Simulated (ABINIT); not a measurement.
# A GW chain in ABINIT: BaTiO3 (P4mm)

Wanted: ground state, empty states, screening and self-energy for BaTiO3 (P4mm).

Calculated with ABINIT 10.8.3; PBE and many-body steps on it, plane waves.

The database entry behind the starting cell differs from later determinations by our own check (c/a about 0.6 % short), so it need not match the best structure at ambient conditions.

### 1. The structure

The structure is tetragonal, space group P4mm (No. 99). Conventional cell: a = 4.000 Å, b = 4.000 Å, c = 4.018 Å, α = 90.00°, β = 90.00°, γ = 90.00°. Nearest to Ba lie 12 O at 2.79 to 2.88 Å. Nearest to Ti lie 6 O at 1.89 to 2.13 Å. O has 2 Ti at 1.89 to 2.13 Å and 4 Ba at 2.83 Å nearest. O has 2 Ti at 2.00 Å and 4 Ba at 2.79 to 2.88 Å nearest. Farther neighbours and most contacts between anions are not listed.

The cell and positions come from the Crystallography Open Database and are kept as given unless a step says otherwise.

### 2. Ground state

This step: ABINIT 10.8.3; DFT, PBE with spin-orbit coupling, plane waves, norm-conserving pseudopotentials.

The ground-state density comes first.

Input file run.abi:

```
acell 3*1.0 Angstrom
rprim 
  3.999800000000 0.000000000000 0.000000000000
  0.000000000000 3.999800000000 0.000000000000
  0.000000000000 0.000000000000 4.018000000000
ntypat 3
znucl 56 22 8
natom 5
typat 1 2 3 3 3
xred 
  0.000000000000 0.000000000000 0.000000000000
  0.500000000000 0.500000000000 0.490000000000
  0.500000000000 0.500000000000 0.019000000000
  0.500000000000 0.000000000000 0.517000000000
  0.000000000000 0.500000000000 0.517000000000
pp_dirpath "pseudos"
pseudos "Ba.upf, Ti.upf, O.upf"
ecut 38
nspinor 2
ngkpt 4 4 4
nshiftk 1
shiftk 0 0 0
kptopt 1
chksymbreak 0
nband 52
occopt 1
tolvrs 1e-10
nstep 60
prtwf 0
optforces 0
optstress 0
indata_prefix "in"
outdata_prefix "out"
tmpdata_prefix "tmp"
```

On the command line:

```
$ OMP_NUM_THREADS=1 mpirun -n 4 abinit run.abi > log
```

Numbers of over 12 decimals in the logs are rounded to 6 here.

The program printed:

```text
.Version 10.8.3 of ABINIT. v10.8.2 released Aug 2026.

 Symmetries : space group P4 m m (# 99); Bravais tP (primitive tetrag.)
================================================================================
 Values of the parameters that define the memory need of the present run
     intxc =       0    ionmov =       0      iscf =       7    lmnmax =      18
     lnmax =      18     mgfft =      45  mpssoang =       5    mqgrid =    3001
     natom =       5  nloc_mem =       1    nspden =       1   nspinor =       2
    nsppol =       1      nsym =       8    n1xccc =    2501    ntypat =       3
    occopt =       1   xclevel =       2
-    mband =          52        mffmem =           1         mkmem =           5
       mpw =        4929          nfft =       91125          nkpt =          18
================================================================================
  Rough estimation (10% accuracy) of disk space for files :
================================================================================

--------------------------------------------------------------------------------
------------- Echo of variables that govern the present computation ------------
--------------------------------------------------------------------------------
 -outvars: echo values of preprocessed input variables --------
            acell      1.8897261259E+00  1.8897261259E+00  1.8897261259E+00 Bohr

      chksymbreak           0
             ecut      3.80000000E+01 Hartree
-          fftalg         312

              ixc     -101130
              kpt      0.00000000E+00  0.00000000E+00  0.00000000E+00
                       2.50000000E-01  0.00000000E+00  0.00000000E+00
                       5.00000000E-01  0.00000000E+00  0.00000000E+00
                       2.50000000E-01  2.50000000E-01  0.00000000E+00
                       5.00000000E-01  2.50000000E-01  0.00000000E+00
                       5.00000000E-01  5.00000000E-01  0.00000000E+00
                       0.00000000E+00  0.00000000E+00  2.50000000E-01
                       2.50000000E-01  0.00000000E+00  2.50000000E-01
                       5.00000000E-01  0.00000000E+00  2.50000000E-01
   [... 7 further rows ...]
                       5.00000000E-01  2.50000000E-01  5.00000000E-01
                       5.00000000E-01  5.00000000E-01  5.00000000E-01
         kptrlatt        4    0    0      0    4    0      0    0    4
          kptrlen      3.02341062E+01
P           mkmem           5
            natom           5
            nband          52
            ngfft          45      45      45
             nkpt          18
          nspinor           2
            nstep          60
             nsym           8
           ntypat           3
              occ      1.000000  1.000000  1.000000  1.000000  1.000000  1.000000
                       1.000000  1.000000  1.000000  1.000000  1.000000  1.000000
                       1.000000  1.000000  1.000000  1.000000  1.000000  1.000000
                       1.000000  1.000000  1.000000  1.000000  1.000000  1.000000
                       1.000000  1.000000  1.000000  1.000000  1.000000  1.000000
                       1.000000  1.000000  1.000000  1.000000  1.000000  1.000000
                       1.000000  1.000000  1.000000  1.000000  0.000000  0.000000
                       0.000000  0.000000  0.000000  0.000000  0.000000  0.000000
                       0.000000  0.000000  0.000000  0.000000
        optforces           0
        optstress           0
            prtwf           0
            rprim      3.9998000000E+00  0.0000000000E+00  0.0000000000E+00
[...]
spgroup          99

           tolvrs      1.00000000E-10

             xred      0.0000000000E+00  0.0000000000E+00  0.0000000000E+00
[...]
znucl       56.00000   22.00000    8.00000

================================================================================

 chkinp: Checking input parameters for consistency.

================================================================================
== DATASET  1 ==================================================================
-   mpi_nproc: 4, omp_nthreads: 1 (-1 if OMP is not activated)

--- !DatasetInfo
iteration_state: {dtset: 1, }
dimensions: {natom: 5, nkpt: 18, mband: 52, nsppol: 1, nspinor: 2, nspden: 1, mpw: 4929, }
cutoff_energies: {ecut:  38.0, pawecutdg:  -1.0, }
electrons: {nelect:   4.00000000E+01, charge:   0.00000000E+00, occopt:   1.00000000E+00, tsmear:   1.00000000E-02, }

 Real(R)+Recip(G) space primitive vectors, cartesian coordinates (Bohr,Bohr^-1):
 R(1)=  7.5585266  0.0000000  0.0000000  G(1)=  0.1323009  0.0000000  0.0000000
 R(2)=  0.0000000  7.5585266  0.0000000  G(2)=  0.0000000  0.1323009  0.0000000
 R(3)=  0.0000000  0.0000000  7.5929196  G(3)=  0.0000000  0.0000000  0.1317016
 Unit cell volume ucvol=  4.3379355E+02 bohr^3
 Angles (23,13,12)=  9.00000000E+01  9.00000000E+01  9.00000000E+01 degrees

 getcut: wavevector=  0.0000  0.0000  0.0000  ngfft=  45  45  45
         ecut(hartree)=     38.000   => boxcut(ratio)=   2.08827

--- Pseudopotential description ------------------------------------------------
- Ba Generated using ONCVPSP code by D. R. Hamann
- 56.00000  10.00000  180419                  znucl, zion, pspdat
[...]
spin-orbit 1    0.068787   -0.038363    0.004495   -0.000209
  spin-orbit 2    0.005108    0.001970
 pspatm: atomic psp has been read  and splines computed

- O Generated using ONCVPSP code by D. R. Hamann
-  8.00000   6.00000  180423                  znucl, zion, pspdat
12 -101130 2 -1 936                           pspcod,pspxc,lmax,lloc,mmax
     nproj     2     2     2     0
     spin-orbit psp
        nprojso     2     2     0
  pspatm : epsatm=    6.19737341
         --- l  ekb(1:nproj) -->
[...]
spin-orbit 1    0.006511    0.001986
  spin-orbit 2   -0.000439    0.000281
 pspatm: atomic psp has been read  and splines computed

   2.40125705E+03                                ecore*ucvol(ha*bohr**3)
--------------------------------------------------------------------------------

_setup2: Arith. and geom. avg. npw (full set) are    4850.703    4850.668

================================================================================

--- !BeginCycle
iteration_state: {dtset: 1, }
solver: {iscf: 7, nstep: 60, nline: 4, wfoptalg: 0, }
tolerances: {tolvrs: 1.00E-10, }

     iter   Etot(hartree)      deltaE(h)  residm     vres2
 ETOT  1  -136.74527880929    -1.367E+02 1.202E-01 1.939E+03
 ETOT  2  -127.13943633913     9.606E+00 1.253E-01 3.606E+04
 ETOT  3  -137.29607557541    -1.016E+01 4.302E-02 5.536E+02
 ETOT  4  -137.31531579861    -1.924E-02 1.558E-02 3.612E+02
 ETOT  5  -137.36849545798    -5.318E-02 1.949E-02 1.129E+02
 ETOT  6  -137.37890985814    -1.041E-02 7.433E-03 6.167E+01
 ETOT  7  -137.38997898570    -1.107E-02 1.361E-02 8.730E+00
 ETOT  8  -137.39136705306    -1.388E-03 1.516E-02 2.107E+00
 ETOT  9  -137.39177034597    -4.033E-04 7.302E-03 2.465E-01
 ETOT 10  -137.39182143527    -5.109E-05 1.228E-02 8.134E-03
 ETOT 11  -137.39182314587    -1.711E-06 8.366E-03 1.185E-04
 ETOT 12  -137.39182316540    -1.953E-08 2.412E-03 1.496E-05
 ETOT 13  -137.39182316874    -3.340E-09 2.030E-03 5.355E-08
 ETOT 14  -137.39182316876    -2.194E-11 9.559E-04 8.221E-10
 ETOT 15  -137.39182316875     8.555E-12 1.157E-03 1.299E-11

 At SCF step   15       vres2   =  1.30E-11 < tolvrs=  1.00E-10 =>converged.

--- !ResultsGS
iteration_state: {dtset: 1, }
comment   : Summary of ground state results
lattice_vectors:
- [  7.5585266,   0.0000000,   0.0000000, ]
- [  0.0000000,   7.5585266,   0.0000000, ]
- [  0.0000000,   0.0000000,   7.5929196, ]
lattice_lengths: [   7.55853,    7.55853,    7.59292, ]
lattice_angles: [ 90.000,  90.000,  90.000, ] # degrees, (23, 13, 12)
lattice_volume:   4.3379355E+02
convergence: {deltae:  8.555E-12, res2:  1.299E-11, residm:  1.157E-03, diffor:  0.000E+00, }
etotal    :  -1.37391823E+02
entropy   :   0.00000000E+00
fermie    :   2.43867484E-01
cartesian_stress_tensor: null
pressure_GPa: null
xred      :
- [  0.0000E+00,   0.0000E+00,   0.0000E+00, Ba]
- [  5.0000E-01,   5.0000E-01,   4.9000E-01, Ti]
- [  5.0000E-01,   5.0000E-01,   1.9000E-02,  O]
- [  5.0000E-01,   0.0000E+00,   5.1700E-01,  O]
- [  0.0000E+00,   5.0000E-01,   5.1700E-01,  O]
cartesian_forces: null
force_length_stats: {min: null, max: null, mean: null, }

 Integrated electronic density in atomic spheres:
 ------------------------------------------------
 Atom  Sphere_radius  Integrated_density
[...]
================================================================================

 ----iterations are completed or convergence reached----

 Mean square residual over all n,k,spin=   53.338E-07; max=  11.570E-04
 reduced coordinates (array xred) for    5 atoms
       0.000000000000      0.000000000000      0.000000000000
       0.500000000000      0.500000000000      0.490000000000
       0.500000000000      0.500000000000      0.019000000000
       0.500000000000      0.000000000000      0.517000000000
       0.000000000000      0.500000000000      0.517000000000
 rms dE/dt=  0.0000E+00; max dE/dt=  0.0000E+00; dE/dt below (all hartree)
    1       0.000000000000      0.000000000000      0.000000000000
    2       0.000000000000      0.000000000000      0.000000000000
    3       0.000000000000      0.000000000000      0.000000000000
    4       0.000000000000      0.000000000000      0.000000000000
    5       0.000000000000      0.000000000000      0.000000000000

 cartesian coordinates (angstrom) at end:
    1      0.000000     0.000000     0.000000
    2      1.999900     1.999900     1.968820
    3      1.999900     1.999900     0.076342
    4      1.999900     0.000000     2.077306
    5      0.000000     1.999900     2.077306
 length scales=  1.889726125908  1.889726125908  1.889726125908 bohr
              =  1.000000000000  1.000000000000  1.000000000000 angstroms
 prteigrs : about to open file out_EIG
 Fermi (or HOMO) energy (hartree) =   0.24387   Average Vxc (hartree)=  -0.42022
 Eigenvalues (hartree) for nkpt=  18  k points:
 kpt#   1, nband= 52, wtk=  0.01563, kpt=  0.0000  0.0000  0.0000 (reduced coord)
  -1.83408   -1.83408   -0.97726   -0.97726   -0.95345   -0.95345   -0.95276   -0.95276
  -0.66626   -0.66626   -0.37522   -0.37522   -0.35145   -0.35145   -0.34939   -0.34939
  -0.17143   -0.17143   -0.10105   -0.10105   -0.10102   -0.10102    0.15331    0.15331
   0.16119    0.16119    0.16149    0.16149    0.19839    0.19839    0.19884    0.19884
   0.20196    0.20196    0.23021    0.23021    0.23496    0.23496    0.23528    0.23528
   0.31061    0.31061    0.31807    0.31807    0.31893    0.31893    0.39212    0.39221
   0.39567    0.39574    0.42952    0.42967
 prteigrs : prtvol=0 or 1, do not print more k-points.

--- !EnergyTerms
iteration_state     : {dtset: 1, }
comment             : Components of total free energy in Hartree
kinetic             :  6.27179889498278E+01
hartree             :  2.98509212523189E+01
xc                  : -2.80607377010652E+01
Ewald energy        : -1.03499980157244E+02
psp_core            :  5.53548356526652E+00
local_psp           : -1.00642536345119E+02
non_local_psp       : -3.29296273273601E+00
total_energy        : -1.37391823168751E+02
total_energy_eV     : -3.73862196728440E+03
band_energy         : -1.06428548098934E+01

== END DATASET(S) ==============================================================
================================================================================

 -outvars: echo values of variables after computation  --------
           etotal     -1.3739182317E+02
            nband          52
             nkpt          18
          spgroup          99
 [... the other variables as echoed above ...]

 Calculation completed.
```

It took 4.3 min on 4 MPI ranks of Arm Neoverse V1, shared host; peak memory 0.49 GiB.

Numbers from this step:

```yaml
total_energy: -3738.6220 eV
gap: 1.816 eV
k_of_the_valence_top: 0.5, 0.5, 0.5
k_of_the_conduction_bottom: 0, 0, 0
least_direct_gap: 2.050 eV
```

The gap is indirect, with the least direct gap 0.23 eV higher.

(Continued in part 2 of 3.)

[Paths, hosts, dates, memory and timing lines, banners, echoed tables and standing remarks are left out of the program output.]

[Logs are printed without paths, hosts, clocks, repeated set-up lines and the standing remarks that a program may print on its own settings, such as how far it seeks lower states.]

[Runs of the session that timed out or met a known fault of the program may be left out.]

[Hosts, paths, dates, database ids (printed as entryN), source tags and the programs' standing remarks are cut or masked in the printed files.]

[G0W0 gaps are taken among the corrected bands and points alone; a level outside them can change the order at an edge.]

[Where Ansatz stands beside ABINIT at settings called matched, ABINIT's density can come from a denser mesh and the files from another edition; pairs whose starting gaps differed by over 0.03 eV were left out, so agreement reads better than it is.]
